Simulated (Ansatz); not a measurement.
# TiC (Fm-3m) under biaxial strain in the (111) plane, part 2 of 2

Wanted: the shifts of the zone-centre modes of TiC (Fm-3m) with strain.

Ansatz 0.2.0; DFT LDA, scalar-relativistic, plane waves, PAW; PAW set soft_1.

So far, highest optical mode at the zone centre (no LO-TO term) (cm⁻¹): step 5 (modes at rest) 555.

The database entry behind the starting cell differs from later determinations by our own check (0.1 to 0.3 % short, probably kX units), so it need not match the best structure at ambient conditions.

### Step 7. Modes of this member: biaxial strain of +4 % in the (111) plane

The zone-centre modes follow for biaxial strain of +4 % in the (111) plane.

File input.yaml:

```yaml
crystal:
  lattice:
    - [-0.0923710417, 2.1232588731, 2.1232588731]
    - [2.1232588731, -0.0923710417, 2.1232588731]
    - [2.1232588731, 2.1232588731, -0.0923710417]
  atoms:
    - { symbol: C, position: [0.5, 0.5, 0.5] }
    - { symbol: Ti, position: [0.0, 0.0, 0.0] }
kpoints:
  mp_grid: { grid: [16, 16, 16] }
hamiltonian:
  xc: lda
  pseudopotentials: { kind: paw, azcp: { folder: soft_1 }, xc_functional: pbe }
scf:
  occupations: { method: methfessel_paxton, width: 0.2 }
output:
  eigenvalues: true
phonons:
  method: dfpt
```

Started as:

```bash
ansatz run input.yaml --threads 4 --pin off --max-ram 10240MiB --backend cpu --events-out ev --progress --plain --runs-dir out
```

Numbers of over 12 decimals in the logs are rounded to 6 here.

The program printed:

```text
[...]
Crystal: 2 atoms, lattice volume = 20.393 Å³
Basis set: ecut = 420 eV, 393 PW (Γ), exchange–correlation on 48×48×48 points (8 copies of the dense FFT grid, shifted against one another)
Bands: 12, of which v1, the nominal top of the filled ones, is band 8 counted from 1 (7 counted from 0)
Symmetry: 12 space group operations
k-points: 1098 of 4096 (irreducible under 2 space group operations, time reversal used)
[...]
SCF iter   1: F=—  HF=-2696.064836 eV  |F-HF|=—  |Δ(HF+E_count)|=         —  Δρ=1.37e-1  dr2=5.02e0  ethr=3.10e-3  ⟨swp⟩=4.2  Hψ=62669  notcnv=0
[...]
SCF iter   9: F=-2695.084099 eV  HF=-2695.084099 eV  |F-HF|=4.55e-13  |Δ(HF+E_count)|=  8.55e-11  S|Δr|=    0.00e0  Δρ=2.67e-8  dr2=8.64e-14  ethr=1.00e-12  ⟨swp⟩=3.9  Hψ=55088  notcnv=0
[...]
SCF 1 converged in 9 iterations: F = -2695.084099 eV  dr2 = 8.64e-14
[...]
SCF converged after 9 iterations
[...]
Free energy (F): -2695.084099 eV
[...]
Internal energy: -2695.084942 eV  (E = F + TS)
E sigma→0 (E₀):  -2695.084310 eV
Entropy (-TS):   0.000843 eV (0.422 meV/atom)
Fermi energy:    14.291387 eV
[...]
--- Band table (eV; the first three rows and the last of 1098) ---
  k-point 0: bands = [... 4 lower, 2.0375, 14.6606, 14.6606, 15.2911, 15.7824, 15.7824, 16.0091, 16.0091]
  k-point 1: bands = [... 4 lower, 2.1241, 14.2854, 14.4649, 15.0261, 15.2296, 15.4700, 16.0714, 16.8840]
  k-point 2: bands = [... 4 lower, 2.3786, 13.4603, 13.7865, 14.2745, 15.2203, 15.5535, 16.4265, 17.9391]
  k-point 1097: bands = [... 4 lower, 5.9056, 8.4620, 11.0045, 11.0045, 17.2991, 17.2991, 18.5471, 21.9767]
[...]
ASR residual: 6.124e-6 → 0.000e0 eV/Å²; symmetrization residual: 5.711e-7 eV/Å²
  ASR residual per site (eV/Å²): 5.27e-7 6.12e-6
  Γ frequencies (cm⁻¹): 0.00 0.00 0.00 454.31 514.90 514.90
[...]
```

Wall time 22 s (4 threads of Arm Neoverse V1, shared host); peak memory 1.1 GiB; 80 s of CPU time.

Numbers from this step:

* sum-rule residual before enforcement: 6.12e-6 eV/Å²
* point group: -3m
* highest optical mode at the zone centre (no LO-TO term): 514.9 cm⁻¹
* lowest optical zone-centre mode: 454.3 cm⁻¹

Patterns of degenerate modes are one choice out of their space. The modes at Γ (shares of kinetic energy by element, %):

```tsv
mode	frequency (cm⁻¹)	symmetry	C %	Ti %
1	0.0	acoustic	20	80
2	0.0	acoustic	20	80
3	0.0	acoustic	20	80
4	454.3	A2u	80	20
5	514.9	Eu	80	20
6	514.9	Eu	80	20
```

Displacements in mode 4 (454.3 cm⁻¹), the largest set to 1:
```
C1   1.00  1.00  1.00
Ti2 -0.25 -0.25 -0.25
```

Displacements in mode 5 (514.9 cm⁻¹), the largest set to 1:
```
C1  -0.42 -0.58  1.00
Ti2  0.11  0.14 -0.25
```

The lowest optical mode is real, 454 cm⁻¹, and the highest lies at 514.9 cm⁻¹.

For the highest optical mode at the zone centre (no LO-TO term), step 5 gave 555 cm⁻¹; this run, with strain 4 %, gives 515 cm⁻¹ (-7 %).

### Step 8. A member of the series: biaxial strain of -4 % in the (111) plane

The cell takes a biaxial strain of -4 % in the (111) plane. The strained lengths are held, while the rest of the cell and the atoms relax.

input.yaml, the sections that differ from step 7:

```yaml
crystal:
  lattice:
    - [0.0838390677, 2.1290359121, 2.1290359121]
    - [2.1290359121, 0.0838390677, 2.1290359121]
    - [2.1290359121, 2.1290359121, 0.0838390677]
  atoms:
    - { symbol: C, position: [0.5, 0.5, 0.5] }
    - { symbol: Ti, position: [0.0, 0.0, 0.0] }
  conventional_axes: [[-1, 1, 0], [0, -1, 1], [1, 1, 1]]
output:
  forces: true
  stress: true
  eigenvalues: true
relax:
  adjacent_minimum: "off"
  f_tol: 0.001
  max_steps: 60
  cell: { stress_tol: 0.01, fix: [a, b, gamma] }
# kpoints, hamiltonian, scf: as in step 7
# phonons: removed
```

The program printed:

```text
[...]
Crystal: 2 atoms, lattice volume = 18.161 Å³
Basis set: ecut = 420 eV, 339 PW (Γ)
Bands: 12, of which v1, the nominal top of the filled ones, is band 8 counted from 1 (7 counted from 0)
Symmetry: 12 space group operations
[...]
k-points: 417 of 4096
[...]
k-point 416: bands = [... 4 lower, 7.1920, 9.9056, 13.3849, 13.3849, 19.3373, 19.3373, 20.5374, 25.1558]
--- Relaxed structure (4 steps of the walk, 4 accepted, 2 SCFs on fresh bases) ---
[...]
cell:  # Å, volume = 18.2774 Å³
    - [0.093075, 2.138272, 2.138272]
    - [2.138272, 0.093075, 2.138272]
    - [2.138272, 2.138272, 0.093075]
  atoms:
    - { symbol: C, position: [0.500000, 0.500000, 0.500000] }
    - { symbol: Ti, position: [0, 0, 0] }
[key lines of the parts left out:]
SCF converged after 3 iterations
Free energy (F): -2695.064312 eV
Fermi energy:    16.246741 eV
P = ⅓ Tr σ = 17.8778 GPa (178.778 kbar)
```

Elapsed: 11 s, on 4 threads; peak memory 0.41 GiB; 40 s of CPU time.

Step by step:

```tsv
step	energy less that of the first step (eV)	largest force component (eV/Å)	pressure (GPa)	volume (Å³)
1	0.0000	0.0000	20.13	18.16
2	-0.0012	0.0000	17.90	18.28
3	-0.0012	0.0000	17.88	18.28
4*	-0.0014	0.0000	17.89	18.28
5	-0.0014	0.0000	17.88	18.28
6*	-0.0014	0.0000	17.88	18.28
```

Relaxation steps marked * repeat the geometry before them on a plane-wave basis chosen anew for their cell, so energy and pressure can jump there.

Forces are held to the 12 operations that the run works with; a distortion that breaks them can't arise in this run.

```tsv
conventional cell, symmetrised	before	after	change
a (Å)	2.892	2.892	-0.0 %
b (Å)	2.892	2.892	-0.0 %
c (Å)	7.520	7.568	+0.6 %
volume (Å³/atom)	9.08	9.14	+0.6 %
```

The relaxed structure:

```xyz
2
Lattice="0.0931 2.1383 2.1383 2.1383 0.0931 2.1383 2.1383 2.1383 0.0931" Properties=species:S:1:pos:R:3 pbc="T T T"
C     2.1848    2.1848    2.1848
Ti    0.0000    0.0000    0.0000
```

This step gave:

| Property | Result |
| --- | --- |
| pressure | 17.88 GPa |
| volume per atom | 9.139 Å³ |

The forces vanish by symmetry.

### Step 9. Zone-centre modes of the member: biaxial strain of -4 % in the (111) plane

The zone-centre modes follow for biaxial strain of -4 % in the (111) plane.

input.yaml, the sections that differ from step 8:

```yaml
crystal:
  lattice:
    - [0.093075175, 2.1382720194, 2.1382720194]
    - [2.1382720194, 0.093075175, 2.1382720194]
    - [2.1382720194, 2.1382720194, 0.093075175]
  atoms:
    - { symbol: C, position: [0.5, 0.5, 0.5] }
    - { symbol: Ti, position: [0.0, 0.0, 0.0] }
output:
  eigenvalues: true
phonons:
  method: dfpt
# kpoints, hamiltonian, scf: as in step 8
# relax: removed
```

The program printed:

```text
[...]
Crystal: 2 atoms, lattice volume = 18.277 Å³
Basis set: ecut = 420 eV, 339 PW (Γ), exchange–correlation on 48×48×48 points (8 copies of the dense FFT grid, shifted against one another)
Bands: 12, of which v1, the nominal top of the filled ones, is band 8 counted from 1 (7 counted from 0)
Symmetry: 12 space group operations
k-points: 1098 of 4096 (irreducible under 2 space group operations, time reversal used)
[...]
k-point 1: bands = [... 4 lower, 3.6043, 16.2343, 16.5358, 16.9606, 17.1291, 17.3479, 18.3803, 19.1797]
  k-point 2: bands = [... 4 lower, 3.9101, 15.5015, 15.6234, 16.0921, 17.0741, 17.4745, 18.7335, 20.3932]
  k-point 1097: bands = [... 4 lower, 7.1920, 9.9056, 13.3849, 13.3849, 19.3373, 19.3373, 20.5374, 25.1558]
[...]
ASR residual: 2.200e-5 → 0.000e0 eV/Å²; symmetrization residual: 1.615e-7 eV/Å²
  ASR residual per site (eV/Å²): 2.20e-5 1.05e-5
  Γ frequencies (cm⁻¹): 0.00 0.00 0.00 582.81 582.81 651.27
[...]
[key lines of the parts left out:]
SCF converged after 8 iterations
Free energy (F): -2695.064312 eV
Fermi energy:    16.246742 eV
```

Wall time 21 s (4 threads); peak memory 1.1 GiB.

Numbers from this step:

| Item | Value |
| --- | --- |
| sum-rule residual before enforcement | 2.20e-5 eV/Å² |
| highest optical mode at the zone centre (no LO-TO term) | 651.3 cm⁻¹ |
| lowest optical zone-centre mode | 582.8 cm⁻¹ |

Patterns of degenerate modes are one choice out of their space. The modes at Γ (shares of kinetic energy by element, %):

```tsv
mode	frequency (cm⁻¹)	symmetry	C %	Ti %
1	0.0	acoustic	20	80
2	0.0	acoustic	20	80
3	0.0	acoustic	20	80
4	582.8	Eu	80	20
5	582.8	Eu	80	20
6	651.3	A2u	80	20
```

The lowest optical mode is real, 583 cm⁻¹, and the highest lies at 651.3 cm⁻¹.

For the highest optical mode at the zone centre (no LO-TO term), step 5 gave 555 cm⁻¹; this run, with strain -4 %, gives 651 cm⁻¹ (+17 %).

### Step 10. All members side by side

The members are set side by side, also those not shown above.

Stress is positive in compression; energies are extrapolated to zero smearing, and E0 is that at rest; the edges not held and the atoms are relaxed in each cell; all runs use 16×16×16 k points and Methfessel-Paxton smearing of 0.2 eV. State of the crystal along the series:

```tsv
strain (%)	in-plane stress (GPa)	free strain along [111] (%)	E - E0 (meV/atom)
-4	26.82	2.553	60.93
-3	19.43	1.903	33.44
-2	12.45	1.272	14.46
-1	5.964	0.6402	3.511
0	-0.008301	0	0
1	-5.524	-0.6488	3.361
2	-10.69	-1.287	13.17
3	-15.57	-1.903	29.12
4	-20.16	-2.504	50.98
```

Optical modes are counted from below at rest and tracked from member to member by their patterns, and modes that stay within 0.3 cm⁻¹ of each other stand once; labels, where given, are those at rest; the edges not held and the atoms are relaxed in each cell; all runs use 16×16×16 k points and Methfessel-Paxton smearing of 0.2 eV. Optical modes along the series:

```tsv
strain (%)	optical mode 1 T1u, singlet (cm⁻¹)	optical mode 2 T1u, doublet (cm⁻¹)
-4	651.3	582.8
-3	633.4	575.5
-2	612.5	568.5
-1	584.6	561.5
0	554.9	554.9
1	527.1	548.8
2	501.8	541.7
3	478.1	530.8
4	454.3	514.9
```

Value and slope at zero strain of a cubic (a lower polynomial where under five rows exist) through the rows within 2 % of rest. Slopes at rest:

```tsv
mode	frequency (cm⁻¹)	shift per percent of strain (cm⁻¹)	shift per GPa of compressive stress (cm⁻¹)
optical mode 1 T1u, singlet	555.2	-29.15	5.09
optical mode 2 T1u, doublet	555	-6.24	1.09
```

### Step 11. Summary of results

```
members                                                          : 9
highest optical mode at the zone centre (no LO-TO term), at rest : 554.9 cm⁻¹
biaxial modulus in the (111) plane                               : 573 GPa
optical mode 1 T1u, singlet, shift per percent                   : -29.15 cm⁻¹
optical mode 2 T1u, doublet, shift per percent                   : -6.24 cm⁻¹
```

**Reading.** The stress changes by 5.73 GPa for each percent, a biaxial modulus of 573 GPa in the (111) plane. For each percent the free edge responds with -0.65 %. The strain lowers the symmetry: the level at 554.9 cm⁻¹ splits, into 651.3 and 582.8 cm⁻¹ at -4 %. The fastest shift in the table of slopes is -29.1 cm⁻¹ for each percent (optical mode 1 T1u, singlet), or 5.1 cm⁻¹ for each GPa of compressive stress. For small strain, the measured shift of a line that Raman or infrared light can see, divided by its slope, estimates the stress, if the state of stress is of this kind. These are harmonic frequencies at zero temperature: anharmonic shifts, linewidths and thermal expansion are left out. With no gap, or one that is small against the smearing, the frequencies hang on the k mesh and the smearing, most of all near Kohn anomalies. The PAW files were made for PBE; the program adapts parts of them to the functional of the run, but their partial waves stay those of PBE, an approximation that was not tested in this session. Only the zone centre was solved, so an instability at another wavevector cannot show here.

[Logs are printed without paths, hosts, clocks, repeated set-up lines and the standing remarks that a program may print on its own settings, such as how far it seeks lower states.]

[Hosts, paths, dates, database ids (printed as entryN), source tags and the programs' standing remarks are cut or masked in the printed files.]
